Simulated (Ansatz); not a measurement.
# MgS (Niningerite, Fm-3m): phonons and vibrational spectra, part 4 of 4

Wanted: phonon frequencies of MgS (Niningerite, Fm-3m) and what follows from them.

Ansatz 0.2.0; DFT PBE, scalar-relativistic, plane waves, PAW.

So far, highest frequency on the path or at a solved wavevector (cm⁻¹): step 5 (response at finite wavevector) 389. The relaxed cell has a = 5.230 Å (conventional setting).

### 6. The same by displaced supercells

Finite displacements in a 2×2×2 supercell give force constants from forces alone. They are exact at the wavevectors that the supercell holds, where they check the linear-response result.

Input file input.yaml:

```yaml
crystal:
  lattice:
    - [0.0, 2.6148576574, 2.6148576574]
    - [2.6148576574, 0.0, 2.6148576574]
    - [2.6148576574, 2.6148576574, 0.0]
  atoms:
    - { symbol: Mg, position: [0.0, 0.0, 0.0] }
    - { symbol: S, position: [0.5, 0.5, 0.5] }
kpoints:
  mp_grid: { grid: [8, 8, 8] }
hamiltonian:
  xc: pbe
scf:
  occupations: { method: fixed }
output:
  eigenvalues: true
phonons:
  method: fd
  supercell: [2, 2, 2]
  temperatures: { t_max: 1000, t_step: 50 }
  qpath:
    path:
      - [[0.0, 0.0, 0.0], [0.5, 0.0, 0.5], [0.625, 0.25, 0.625]]
      - [[0.375, 0.375, 0.75], [0.0, 0.0, 0.0], [0.5, 0.5, 0.5], [0.5, 0.25, 0.75], [0.5, 0.0, 0.5]]
    npoints: 10
  non_analytic_term:
    high_frequency_dielectric_tensor: [[5.4143, 0.0, 0.0], [0.0, 5.4143, 0.0], [0.0, 0.0, 5.4143]]
    born_effective_charges:
      - { species: Mg, tensor: [[2.3454, 0.0, 0.0], [0.0, 2.3454, 0.0], [0.0, 0.0, 2.3454]] }
      - { species: S, tensor: [[-2.3454, 0.0, 0.0], [0.0, -2.3454, 0.0], [0.0, 0.0, -2.3454]] }
    source: "zone-centre run at this cell"
```

Command:

```bash
> ansatz run input.yaml --threads 4 --pin off --max-ram 7168MiB --backend cpu --events-out ev --progress --plain --runs-dir out
```

Numbers of over 12 decimals in the logs are rounded to 6 here.

Log:

```text
[...]
Crystal: 16 atoms, lattice volume = 286.065 Å³
Basis set: ecut = 420 eV, 5601 PW (Γ), exchange–correlation on 100×100×100 points (8 copies of the dense FFT grid, shifted against one another)
Bands: 80, of which v1, the nominal top of the filled ones, is band 64 counted from 1 (63 counted from 0)
Symmetry: 384 space group operations
k-points: 8 of 64
[...]
SCF iter   1: F=—  HF=-22629.990100 eV  |F-HF|=—  |Δ(HF+E_count)|=         —  Δρ=2.24e-8  dr2=2.49e-12  ethr=1.00e-12  ⟨swp⟩=3.0  Hψ=1601  notcnv=0
[...]
SCF iter   2: F=-22629.990100 eV  HF=-22629.990100 eV  |F-HF|=0.00e0  |Δ(HF+E_count)|=    0.00e0  Δρ=8.99e-9  dr2=3.90e-13  ethr=1.00e-12  ⟨swp⟩=3.0  Hψ=1425  notcnv=0
SCF 1 converged in 2 iterations: F = -22629.990100 eV  dr2 = 3.90e-13
[...]
Symmetry: 8 space group operations
k-points: 13 of 64 (time reversal used)
[...]
SCF iter   7: F=-22629.990086 eV  HF=-22629.990086 eV  |F-HF|=1.09e-11  |Δ(HF+E_count)|=  3.64e-12  Δρ=1.66e-8  dr2=5.11e-13  ethr=1.00e-12  ⟨swp⟩=5.0  Hψ=3985  notcnv=0
SCF 2 converged in 7 iterations: F = -22629.990086 eV  dr2 = 5.11e-13
[...]
SCF iter   6: F=-22629.990083 eV  HF=-22629.990083 eV  |F-HF|=3.64e-12  |Δ(HF+E_count)|=  9.46e-11  Δρ=3.08e-8  dr2=2.39e-12  ethr=1.00e-12  ⟨swp⟩=5.1  Hψ=4005  notcnv=0
SCF 3 converged in 6 iterations: F = -22629.990083 eV  dr2 = 2.39e-12
[...]
SCF converged after 2 iterations
Free energy (F): -22629.990100 eV
[...]
Internal energy: -22629.990100 eV  (E = F + TS)
E sigma→0 (E₀):  -22629.990100 eV
Fermi energy:    6.214756 eV
[...]
--- Band table (eV; the first three rows and the last of 8) ---
  k-point 0: bands = [... 60 lower, 5.6420, 6.2148, 6.2148, 6.2148, 8.9722, 8.9722, 8.9722, 9.8185, ... 12 higher]
  k-point 1: bands = [... 60 lower, 5.7143, 5.7143, 6.1169, 6.1169, 9.5596, 9.5596, 9.5596, 10.6246, ... 12 higher]
  k-point 2: bands = [... 60 lower, 5.9031, 5.9031, 5.9031, 5.9031, 10.6027, 10.6027, 10.6027, 10.6027, ... 12 higher]
  k-point 7: bands = [... 60 lower, 5.5586, 5.5586, 5.5586, 5.5586, 11.4221, 11.4221, 11.4221, 11.4221, ... 12 higher]
--- Phonons: 2 displaced members + reference (amplitude 0.0025 Å, Σ member SCF iterations 13) ---
  symmetry images taken by strict's conditions (phonons.symmetry_images: auto; settled by no image being taken that strict refuses)
  ASR residual: 2.386e-4 → 0.000e0 eV/Å²; symmetrization residual: 7.738e-5 eV/Å²
  largest component of a force at the reference: 9.5e-29 eV/Å
  ASR residual per site (eV/Å²): 2.39e-4 1.05e-4
  Γ frequencies (cm⁻¹): 0.00 0.00 0.00 223.73 223.73 223.73
[...]
```

Wall time 14 s (4 threads of Arm Neoverse V1, shared host); peak memory 0.84 GiB; 52 s of CPU time.

Numbers from this step:

| Quantity | Value |
| --- | --- |
| atoms in the supercell | 16 |
| sum-rule residual before enforcement | 2.39e-4 eV/Å² |

Interpolated from a 2×2×2 supercell, rough between the solved points, with the LO-TO term (at Γ the limit along the path; where Γ stands inside the path, tables give the limit on arrival). The phonon branches at the labelled points (cm⁻¹):

```
    point  branch 1  branch 2  branch 3  branch 4  branch 5  branch 6
        Γ         0         0         0       224       224       389
  halfway       108       108       212       246       246       314
        X       126       126       182       252       252       292
  halfway       126       154       182       248       257       290
        U       129       180       210       234       268       284
jump to K       129       180       210       234       268       284
  halfway       124       144       181       214       257       354
        Γ         0         0         0       224       224       389
  halfway       112       112       190       213       213       380
        L       169       169       192       192       290       355
  halfway       157       158       220       226       277       309
        W       168       168       214       216       276       276
  halfway       142       162       181       244       261       288
        X       126       126       182       252       252       292
```

The phonon branches as a text plot (rows in cm⁻¹):

```
    381 |***                      ************
    364 |   *                    *            ***
    348 |                       *                ***
    332 |    **                *                    *
    316 |      *             **                      **
    300 |            **                                *        *
    284 |       * ***  ******                   ******* ********
    267 |        *      **** ***               *       **  ***
    251 |      **********   *** **            *               ***
    235 |  **** **       ***   *  ***                  **   **
    219 |**    *  **       *    *   **********       *******
    203 |                ** *     **         **** ***      *
    186 |    **     *******  ** **          *    *          *****
    170 |               *  **  *                *****    *****
    154 |              *     **            *   *    *****   ***
    138 |   *         *    **  ** **          *               **
    122 |       ***********     **        *  *                 **
    105 |      *                 *  *       *
     89 |  * **                   **     * *
     73 |   *                             *
     57 | **                        **
     40 |                               **
     24 | *                          *  *
      8 |*                            **
         Γ           X  U|K            Γ         L        W     X
```

Tetrahedra on a 20×20×20 mesh, mean over bins of 5 cm-1. Interpolated from a 2×2×2 supercell, rough between the solved points. Table of phonon density of states by wavenumber; read off at these points:

```
wavenumber (cm⁻¹)  phonon density of states (1/cm⁻¹/cell)
                2                                       0
               18                                  6.0e-5
               28                                  2.4e-4
               42                                  5.8e-4
               58                                 0.00118
               68                                 0.00176
               82                                 0.00293
               98                                 0.00471
              108                                  0.0066
              122                                  0.0124
              138                                  0.0307
              148                                  0.0319
              152                                  0.0373
              162                                  0.0372
              168                                  0.0418
              178                                  0.0267
              188                                  0.0281
              192                                  0.0307
              202                                  0.0249
              212                                  0.0263
              228                                  0.0239
              242                                  0.0336
              248                                  0.0374
              252                                  0.0357
              268                                  0.0271
              272                                  0.0461
              282                                  0.0359
              292                                 0.00921
              308                                 0.00741
              322                                 0.00753
              332                                  0.0077
              348                                 0.00818
              362                                 0.00636
              372                                 0.00502
              388                                  9.7e-4
```

At Γ the two methods differ by at most 0.0 cm⁻¹.

### 7. Results

| Property | Result |
| --- | --- |
| space group after relaxation (within 0.01 Å) | Fm-3m |
| volume per atom | 17.9 Å³ |
| gap on the k-mesh | 2.76 eV |
| highest optical mode at the zone centre (no LO-TO term) | 224 cm⁻¹ |
| top of the zone-centre spectrum with the field | 389 cm⁻¹ |
| lowest optical zone-centre mode | 224 cm⁻¹ |
| mean high-frequency dielectric constant | 5.41 |
| mean static dielectric constant | 16.4 |
| largest Born charge (third of the trace) | 2.35 e |
| lowest mode on the q mesh (acoustic modes at Γ apart) | 108 cm⁻¹ |
| highest frequency on the path or at a solved wavevector | 389 cm⁻¹ |
| zero-point energy per atom | 40.2 meV |
| heat capacity at 300 K | 22.7 J/(mol atoms K) |
| vibrational entropy at 300 K | 26.4 J/(mol atoms K) |
| Debye temperature (second moment) | 419 K |
| imaginary modes on the 4×4×4 q mesh | none |

The structure is a minimum as far as tested: no mode is imaginary at the 8 irreducible wavevectors of the 4×4×4 mesh, and the softest away from the acoustic zeros lies at 108 cm⁻¹. Without the field, the optical modes at Γ form one degenerate level at 224 cm⁻¹. With the macroscopic field of the longitudinal modes the top of the zone-centre spectrum lies at 389 cm⁻¹, against 224 cm⁻¹ without it. Lattice motion raises the mean dielectric constant from 5.414 to 16.35. The strongest infrared line is at 224 cm⁻¹. Finite displacements and linear response differ by 0.0 cm⁻¹ in the highest zone-centre mode. These are harmonic frequencies at zero temperature: anharmonic shifts, linewidths and thermal expansion are left out.

[Logs are printed without paths, hosts, clocks, repeated set-up lines and the standing remarks that a program may print on its own settings, such as how far it seeks lower states.]

[Hosts, paths, dates, database ids (printed as entryN), source tags and the programs' standing remarks are cut or masked in the printed files.]
